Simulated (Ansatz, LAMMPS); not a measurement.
## Aqueous Mg2+ and SO4 2-, 1.6 mol of salt per kg of water, from a frame at 330 K (111 atoms): geometry optimisation

Wanted: the relaxed structure of aqueous Mg2+ and SO4 2-, 1.6 mol of salt per kg of water, from a frame at 330 K (111 atoms) and its electronic structure.

Program: Ansatz 0.2.0. Level of theory: Kohn-Sham DFT, RPBE+D4, PAW (set soft_2), plane waves. Results are calculated unless marked as measured.

Report form: the programs' logs are mostly left out.

### 1. Set-up

The cell holds 111 atoms: 39 O, 1 S, 70 H and 1 Mg. Its edges and angles: a = 10.165 Å, b = 10.165 Å, c = 10.165 Å, α = 90.0°, β = 90.0°, γ = 90.0°. 35 H2O, 1 Mg2+, 1 SO4 2- placed at random, at 1.19 g/cm³; overlaps pushed apart, then 10 ps at 420 K with divalent ions of Li, Roberts, Chakravorty and Merz (J. Chem. Theory Comput. 9, 2733 (2013)); MMFF94 bonds, angles, torsions, charges and radii (Halgren, J. Comput. Chem. 17, 490 (1996)) in harmonic and 12-6 forms; SPC/E water (Berendsen, Grigera and Straatsma, J. Phys. Chem. 91, 6269 (1987)); charges of ions scaled by 0.85. Snapshot after 20 ps at 330 K and fixed volume.

Before any run, some limits are plain. The network of contacts between molecules at the start is that of the classical potential that made the cell. The density was typed from a rule of thumb and may lie off the real one at this temperature. The Brillouin zone is sampled at Γ only, in a cell whose shortest periodic width is 10 Å.

### 2. Making the structure

A classical potential supplies the starting structure, since it reaches far longer times than DFT.

This step: classical MD, divalent ions of Li, Roberts, Chakravorty and Merz (J. Chem. Theory Comput. 9, 2733 (2013)); MMFF94 bonds, angles, torsions, charges and radii (Halgren, J. Comput. Chem. 17, 490 (1996)) in harmonic and 12-6 forms; SPC/E water (Berendsen, Grigera and Straatsma, J. Phys. Chem. 91, 6269 (1987)); charges of ions scaled by 0.85 (LAMMPS 22 Jul 2025 - Update 4).

File in.lmp:

```
# aqueous Mg2+ and SO4 2-, 1.6 mol of salt per kg of water
units real
atom_style full
boundary p p p
bond_style harmonic
angle_style harmonic
dihedral_style opls
improper_style harmonic
special_bonds lj 0 0 0.5 coul 0 0 0.75
read_data data.lmp
neigh_modify delay 0 every 1 check yes one 4000
comm_modify cutoff 12.0
timestep 0.5
thermo_style custom step time temp pe press density
thermo_modify norm yes
# push overlapping molecules apart
pair_style soft 2.6
pair_coeff * * 0.0
variable a equal ramp(1,60)
fix ad all adapt 1 pair soft a * * v_a
velocity all create 420 793272 mom yes dist gaussian
fix lim all nve/limit 0.03
fix lan all langevin 420 420 50 793273 zero yes
thermo 1000
run 3000 post no
unfix ad
pair_style lj/cut/coul/long 9.0
pair_modify mix arithmetic tail yes
pair_coeff 1 1 0.0763 3.0960   # O
pair_coeff 2 2 0.2681 3.4180   # S
pair_coeff 3 3 0.1553 3.1660   # O
pair_coeff 4 4 0.0000 1.0000   # H
pair_coeff 5 5 0.0102 2.4232   # Mg
kspace_style pppm 1.0e-4
# [... 18 lines left out ...]
compute msd all msd com yes
thermo 5000
fix md all nvt temp 330 330 100
run 20000 post no
print "== T330: mean square displacement over the hold $(c_msd[4]:%.2f) A^2"
unfix md
uncompute msd
write_dump all custom T330.dump id type xs ys zs modify sort id
```

Started as:

```
lmp -in in.lmp -log none -nocite
```

Run time: 21 s. Hardware: 1 thread of Arm Neoverse V1, shared host; peak memory 0.12 GiB.

The input also reads data.lmp (atoms, bonds and types; not printed here).

### 3. Single point at the start

The forces at the start show how far the geometry lies from a minimum of this functional.

File input.yaml:

```yaml
crystal:
  lattice:
    - [10.16539, 0.0, 0.0]
    - [0.0, 10.16539, 0.0]
    - [0.0, 0.0, 10.16539]
  atoms:
    - { symbol: O, position: [0.86191, 0.62053, 0.7862] }
    - { symbol: S, position: [0.00589, 0.62628, 0.79802] }
    - { symbol: O, position: [0.05066, 0.56825, 0.91926] }
    - { symbol: O, position: [0.06742, 0.55601, 0.69214] }
    - { symbol: O, position: [0.04966, 0.76061, 0.79208] }
    - { symbol: O, position: [0.6022, 0.05357, 0.01162] }
    - { symbol: H, position: [0.57385, 0.99081, 0.08187] }
    - { symbol: H, position: [0.53238, 0.12157, 0.99827] }
    - { symbol: O, position: [0.85102, 0.90617, 0.47701] }
    - { symbol: H, position: [0.83642, 0.99137, 0.43006] }
    - { symbol: H, position: [0.94254, 0.90384, 0.51301] }
    - { symbol: O, position: [0.48724, 0.71074, 0.58785] }
    - { symbol: H, position: [0.58448, 0.70411, 0.57448] }
    - { symbol: H, position: [0.44363, 0.63021, 0.55194] }
    - { symbol: O, position: [0.46487, 0.43283, 0.82898] }
    - { symbol: H, position: [0.42545, 0.51634, 0.8629] }
    - { symbol: H, position: [0.56012, 0.42928, 0.85332] }
    - { symbol: O, position: [0.94148, 0.98785, 0.79943] }
    - { symbol: H, position: [0.98446, 0.07177, 0.77138] }
    - { symbol: H, position: [0.99186, 0.91151, 0.76321] }
    - { symbol: O, position: [0.09459, 0.30727, 0.93955] }
    - { symbol: H, position: [0.10061, 0.40538, 0.94355] }
    - { symbol: H, position: [0.03684, 0.28101, 0.86436] }
    - { symbol: O, position: [0.25153, 0.90294, 0.85002] }
    - { symbol: H, position: [0.21442, 0.9676, 0.91419] }
    - { symbol: H, position: [0.18193, 0.83816, 0.82478] }
    - { symbol: O, position: [0.18718, 0.71428, 0.31263] }
    - { symbol: H, position: [0.11366, 0.65774, 0.34541] }
    - { symbol: H, position: [0.20931, 0.68895, 0.22018] }
    - { symbol: O, position: [0.43382, 0.50686, 0.37464] }
    - { symbol: H, position: [0.36536, 0.5713, 0.3457] }
    - { symbol: H, position: [0.44137, 0.4349, 0.308] }
    - { symbol: O, position: [0.87512, 0.94584, 0.06755] }
    - { symbol: H, position: [0.97154, 0.96201, 0.05661] }
    - { symbol: H, position: [0.86139, 0.86494, 0.12182] }
    - { symbol: O, position: [0.5478, 0.03397, 0.41947] }
    - { symbol: H, position: [0.51142, 0.00768, 0.507] }
    - { symbol: H, position: [0.61354, 0.10613, 0.43162] }
    - { symbol: O, position: [0.27948, 0.15548, 0.52067] }
    - { symbol: H, position: [0.26685, 0.23923, 0.57072] }
    - { symbol: H, position: [0.33752, 0.09497, 0.57213] }
    - { symbol: O, position: [0.71123, 0.82414, 0.87178] }
    - { symbol: H, position: [0.73696, 0.74757, 0.81564] }
    - { symbol: H, position: [0.62789, 0.80317, 0.91965] }
    - { symbol: O, position: [0.26773, 0.65401, 0.0796] }
    - { symbol: H, position: [0.33463, 0.63167, 0.01102] }
    - { symbol: H, position: [0.17809, 0.65436, 0.03907] }
    - { symbol: O, position: [0.2613, 0.3895, 0.64547] }
    - { symbol: H, position: [0.18751, 0.44733, 0.67528] }
    - { symbol: H, position: [0.34456, 0.41698, 0.69008] }
    - { symbol: O, position: [0.09441, 0.827, 0.539] }
    - { symbol: H, position: [0.14276, 0.77141, 0.47382] }
    - { symbol: H, position: [0.08105, 0.776, 0.62206] }
    - { symbol: O, position: [0.71115, 0.45618, 0.90538] }
    - { symbol: H, position: [0.72258, 0.48167, 0.9997] }
    - { symbol: H, position: [0.76089, 0.51891, 0.84821] }
    - { symbol: O, position: [0.53215, 0.88285, 0.21069] }
    - { symbol: H, position: [0.54256, 0.9302, 0.29629] }
    - { symbol: H, position: [0.44042, 0.84807, 0.2034] }
    - { symbol: O, position: [0.65165, 0.44117, 0.54155] }
    - { symbol: H, position: [0.56597, 0.45638, 0.49566] }
    - { symbol: H, position: [0.69853, 0.52692, 0.55273] }
    - { symbol: O, position: [0.02161, 0.55481, 0.43415] }
    - { symbol: H, position: [0.0303, 0.57014, 0.53093] }
    - { symbol: H, position: [0.94992, 0.48952, 0.4176] }
    - { symbol: O, position: [0.37769, 0.22084, 0.96727] }
    - { symbol: H, position: [0.28286, 0.24305, 0.95341] }
    - { symbol: H, position: [0.43363, 0.29642, 0.93834] }
    - { symbol: O, position: [0.80459, 0.76231, 0.24211] }
    - { symbol: H, position: [0.71317, 0.78107, 0.21099] }
    - { symbol: H, position: [0.80742, 0.76705, 0.34032] }
    - { symbol: O, position: [0.74127, 0.6783, 0.57923] }
    - { symbol: H, position: [0.79489, 0.65454, 0.65821] }
    - { symbol: H, position: [0.77166, 0.76489, 0.54381] }
    - { symbol: O, position: [0.13785, 0.05117, 0.04835] }
    - { symbol: H, position: [0.16214, 0.03644, 0.14254] }
    - { symbol: H, position: [0.11576, 0.14604, 0.03464] }
    - { symbol: O, position: [0.46882, 0.73234, 0.86959] }
    [... 27 atom lines left out ...]
    - { symbol: H, position: [0.44034, 0.18955, 0.28436] }
    - { symbol: H, position: [0.43056, 0.25453, 0.13777] }
    - { symbol: O, position: [0.67214, 0.0906, 0.74209] }
    - { symbol: H, position: [0.57631, 0.07239, 0.72933] }
    - { symbol: H, position: [0.70959, 0.12858, 0.65943] }
    - { symbol: Mg, position: [0.76787, 0.01882, 0.904] }
kpoints:
  mp_grid: { grid: [1, 1, 1] }
hamiltonian:
  xc: rpbe
  dispersion: d4
scf:
  occupations: { method: fixed }
output:
  forces: true
  stress: true
  populations: true
  dos:
    method: { smearing: { sigma: 0.08 } }
    de: 0.1
    projected: { site_lists: { H: [H], Mg: [Mg], O: [O], S: [S] } }
  eigenvalues: true
```

Started as:

```
ansatz run input.yaml --threads 4 --pin off --max-ram 8192MiB --backend cpu --events-out ev --progress --plain --runs-dir out
```

Elapsed: 17 s, on 4 threads of Arm Neoverse V1, shared host; peak memory 1.2 GiB; 58 s of CPU time.

The run gave:

| Quantity | Value |
| --- | --- |
| free energy | -26174.3558 eV |
| free energy per atom | -235.8050 eV/atom |
| SCF cycles | 9 |
| pressure | -0.6275 GPa |
| r.m.s. force component | 0.6497 eV/Å |
| longest force | 3.553 eV/Å |
| Fermi energy | -1.615 eV |
| gap (highest filled to lowest empty level) | 4.668 eV |
| spilling of the projection | 0.01159 |

The r.m.s. force component of 0.65 eV/Å and the pressure of -0.63 GPa set the starting point.

Neighbours are counted within 1.21 Å (H-O), 2.52 Å (O-Mg), 1.88 Å (O-S).

Length of the force by element and coordination:

| element | coordination | atoms | mean length of the force (eV/Å) | spread | least | most |
| --- | --- | --- | --- | --- | --- | --- |
| H | all | 70 | 1.03 | 0.327 | 0.302 | 1.61 |
| Mg | all | 1 | 0.748 | 0 | 0.748 | 0.748 |
| O | all | 39 | 0.991 | 0.721 | 0.321 | 3.55 |
| O | 1 | 4 | 2.82 | 0.782 | 1.53 | 3.55 |
| O | 2 | 29 | 0.767 | 0.293 | 0.321 | 1.27 |
| O | 3 | 6 | 0.860 | 0.283 | 0.534 | 1.27 |
| S | all | 1 | 0.560 | 0 | 0.560 | 0.560 |

### 4. Relaxation

The atoms are relaxed in the fixed cell, aiming at the force tolerance of the input.

input.yaml, the sections that differ from step 3:

```yaml
output:
  forces: true
relax:
  f_tol: 0.03
  max_steps: 200
# crystal, kpoints, hamiltonian, scf: as in step 3
```

Run time: 5.6 min. Hardware: 4 threads; peak memory 1.1 GiB.

Relaxation path (22 of 37):

| step | energy less that of the first step (eV) | largest force component (eV/Å) |
| --- | --- | --- |
| 1 | 0.0000 | 3.1546 |
| 3 | -4.4182 | 0.9930 |
| 4 | -5.0346 | 0.6798 |
| 6 | -5.6494 | 1.1844 |
| 8 | -5.8870 | 0.1566 |
| 10 | -5.9505 | 0.3446 |
| 11 | -6.0007 | 0.0551 |
| 13 | -6.0255 | 0.4164 |
| 15 | -6.0552 | 0.3013 |
| 16 | -6.0735 | 0.2000 |
| 18 | -6.0967 | 0.5559 |
| 20 | -6.1283 | 0.1430 |
| 22 | -6.1380 | 0.1080 |
| 23 | -6.1408 | 0.0744 |
| 25 | -6.1450 | 0.0322 |
| 27 | -6.1506 | 0.0669 |
| 28 | -6.1558 | 0.2654 |
| 30 | -6.1848 | 0.2416 |
| 32 | -6.2521 | 0.1315 |
| 34 | -6.2687 | 0.2416 |
| 35 | -6.2741 | 0.0705 |
| 37 | -6.2777 | 0.0271 |

The atoms that moved most (Å):

```csv
atom,dx,dy,dz,length
H37,-0.993,0.218,-1.480,1.795
H59,0.822,-1.309,0.352,1.585
H85,-0.497,-1.338,0.261,1.451
O48,0.643,0.983,-0.288,1.209
H94,0.583,0.597,0.751,1.122
H106,0.927,0.486,-0.395,1.119
H86,0.690,-0.623,-0.496,1.053
O36,-0.456,0.065,-0.943,1.049
```

The relaxation changed the energy by -56.6 meV/atom, and atoms moved by 0.63 Å r.m.s., 1.8 Å at most.

### 5. Local order after relaxation

Bonds before and after, by the cutoffs listed below:

| pair | bonds before | bonds after | mean before (Å) | mean after (Å) | spread before (Å) | spread after (Å) |
| --- | --- | --- | --- | --- | --- | --- |
| H-O | 70 | 70 | 1.000 | 0.986 | 0.000 | 0.007 |
| O-Mg | 6 | 6 | 2.078 | 2.096 | 0.028 | 0.031 |
| O-S | 4 | 4 | 1.446 | 1.503 | 0.014 | 0.007 |

Density 1.19 g/cm³, 9.463 Å³ an atom.

g(r), total and by pair (bins of 0.2 Å):

```csv
r (Å),total,H-H,H-O,H-Mg,H-S,O-O,O-Mg
0.90,4.85,0.00,10.95,0.00,0.00,0.00,0.00
1.10,0.13,0.00,0.29,0.00,0.00,0.00,0.00
1.30,0.00,0.00,0.00,0.00,0.00,0.00,0.00
1.50,0.99,2.18,0.00,0.00,0.00,0.00,0.00
1.70,0.70,0.26,1.35,0.00,0.00,0.00,0.00
1.90,0.67,0.04,1.47,0.00,0.00,0.00,0.00
2.10,0.61,1.01,0.25,0.00,0.00,0.00,14.70
2.30,0.61,1.50,0.03,0.00,0.00,0.00,0.00
2.50,0.53,1.17,0.00,0.00,0.00,0.55,0.00
2.70,0.73,0.53,0.10,9.63,1.55,2.79,0.00
2.90,1.00,0.85,0.79,0.00,3.54,2.25,0.00
3.10,1.12,0.69,1.72,0.00,1.90,0.52,0.00
3.30,1.17,0.72,1.86,0.00,0.53,0.40,0.00
3.50,1.09,1.16,1.16,0.00,0.98,0.85,0.00
3.70,1.14,1.29,1.09,0.00,0.00,0.96,0.00
3.90,1.14,1.25,1.00,0.00,1.19,1.23,0.00
4.10,1.10,1.19,0.97,1.05,1.04,1.25,2.49
4.30,1.12,1.06,1.14,0.65,1.91,1.07,3.96
4.50,1.03,0.98,1.06,2.08,1.74,1.10,0.00
4.70,1.03,1.06,0.96,2.20,0.56,1.11,1.92
4.90,0.94,0.90,0.96,2.00,0.49,0.94,0.44
```

Bonds by pair of elements; cutoffs follow the first minimum of g(r), held within bounds set by covalent radii, and pairs that aren't listed don't count as bonded:

```csv
pair A-B,cutoff (Å),bonds,mean length (Å),spread (Å),shortest (Å),B about A,A about B
H-O,1.21,70,0.986,0.007,0.971,1,1.79
O-Mg,2.52,6,2.10,0.031,2.06,0.154,6
O-S,1.93,4,1.50,0.007,1.49,0.103,4
```

How many atoms have how many bonded neighbours:

```
element  mean   1   2  3  4  6
      H     1  70   0  0  0  0
     Mg     6   0   0  0  0  1
      O  2.05   4  29  6  0  0
      S     4   0   0  0  1  0
```

Bond angles, per cent of each kind in bins of 5°:

| angle (°) | H-O-H | O-Mg-O | H-O-Mg |
| --- | --- | --- | --- |
| 80–85 | 0.0 | 6.7 | 0.0 |
| 85–90 | 0.0 | 40.0 | 0.0 |
| 90–95 | 0.0 | 20.0 | 0.0 |
| 95–100 | 0.0 | 6.7 | 0.0 |
| 100–105 | 54.3 | 6.7 | 0.0 |
| 105–110 | 45.7 | 0.0 | 0.0 |
| 110–115 | 0.0 | 0.0 | 8.3 |
| 115–120 | 0.0 | 0.0 | 41.7 |
| 120–125 | 0.0 | 0.0 | 25.0 |
| 125–130 | 0.0 | 0.0 | 25.0 |
| 130–135 | 0.0 | 0.0 | 0.0 |
| 135–140 | 0.0 | 0.0 | 0.0 |
| 140–145 | 0.0 | 0.0 | 0.0 |
| 145–150 | 0.0 | 0.0 | 0.0 |
| 150–155 | 0.0 | 0.0 | 0.0 |
| 155–160 | 0.0 | 0.0 | 0.0 |
| 160–165 | 0.0 | 0.0 | 0.0 |
| 165–170 | 0.0 | 6.7 | 0.0 |
| 170–175 | 0.0 | 13.3 | 0.0 |

Bond angles (no mean is given where the spread exceeds 20°):

| angle | count | mean (°) | spread (°) |
| --- | --- | --- | --- |
| H-O-H | 35 | 105 | 2.3 |
| O-Mg-O | 15 | - | - |
| H-O-Mg | 12 | 121 | 4.6 |
| O-S-O | 6 | 110 | 0.7 |

Hydrogen bonds between water molecules (O–O under 3.5 Å, H–O···O angle under 30°):

```
hydrogen bonds to other water  molecules
                            0          0
                            1          2
                            2          4
                            3         13
                            4         15
                            5          1
```

First shells of the ions:

```csv
ion,count,shell,mean number
Mg,1,water O within 2.8 A,6
```

Bond length by coordination (bonds to H left out):

```csv
element,coordination,atoms,mean bond length (Å)
O,1,4,1.50
O,3,6,2.10
```

With the cutoffs above, all H atoms have 1, all Mg atoms have 6, 74 % of O atoms have 2 and all S atoms have 4 bonded neighbours. The H-O-H angle averages 105° with a spread of 2°. The 35 water molecules hold 3.26 hydrogen bonds each to other water on average, with a mean O–O distance of 2.81 Å. Ion shells in this frame: Mg 6.0 (water O within 2.8 Å).

(Part 1 of 2 ends here.)

[Logs are printed without paths, hosts, clocks, repeated set-up lines and the standing remarks that a program may print on its own settings, such as how far it seeks lower states.]

[Hosts, paths, dates, database ids (printed as entryN), source tags and the programs' standing remarks are cut or masked in the printed files.]

[The MMFF94 radii named for the starting cell were scaled by 0.96; in molecules described by MMFF94, hydrogen bound to N, O or S took a small fixed 12-6 site in their place.]
